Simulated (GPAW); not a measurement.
# Surface energy and work function of Na(100) from slabs of 4 to 14 layers (RPBE)

How do energy and work function of Na(100) films settle with thickness, and what surface energy follows?

Set-up. GPAW 26.7.0, plane waves at 450 eV with PAW setups; symmetric 1×1 slabs cut at the tabulated lattice constant (two decimals; low-temperature values for the alkali metals), atoms at bulk places, 7.5 Å of vacuum on each side, one in-plane mesh for all thicknesses, Fermi-Dirac smearing of 0.1 eV. Energies are extrapolated to zero smearing and count from the program's reference atoms. Functional RPBE. The cell's area is 17.893 Å².

Results, with one row withheld:

```
layers  energy (eV)  work function (eV)
     4      −4.3882                2.66
     5      −5.5980                2.54
     6      −6.8146                2.61
     7      −8.0102                2.60
     8      −9.2187                2.57
     9     −10.4260                2.60
    10     −11.6250                2.58
    11     −12.8388                2.59
    12     −14.0370                2.59
    14            ?                   ?
```

Q: What surface energy do these runs give, and what energy and work function should the 14-layer slab have?

Worked answer. A slab of n layers has E(n) = nε + 2Aγ once its middle is bulk-like. A line through n = 6 to 12 has the slope ε = −1.2047 eV a layer and the intercept 2Aγ = 0.4177 eV (r.m.s. residual 3.6 meV). So γ = 0.4177 / (2 × 17.893 Å²) = 0.0117 eV/Å² = 0.19 J/m², with a standard error of under 0.01 J/m² from the scatter about the line. For 14 layers: 0.4177 + 14 × (−1.2047) = −16.448 eV; the run gives −16.451 eV, 3.2 meV under the line. The work function has no such law: from 6 to 12 layers it moves between 2.57 and 2.61 eV (mean 2.59), and the 14-layer slab gives 2.59 eV. The thinnest slab, 4 layers, lies +0.07 eV from that mean. The values go up and down with thickness, as expected where levels confined across the film cross the Fermi level one by one.

Caveats: The surfaces are unrelaxed, so γ is an upper bound for this functional and lattice constant. The tabulated lattice constant isn't the functional's own, which strains the slab a little.

[Logs are printed without paths, hosts, clocks, repeated set-up lines and the standing remarks that a program may print on its own settings, such as how far it seeks lower states.]
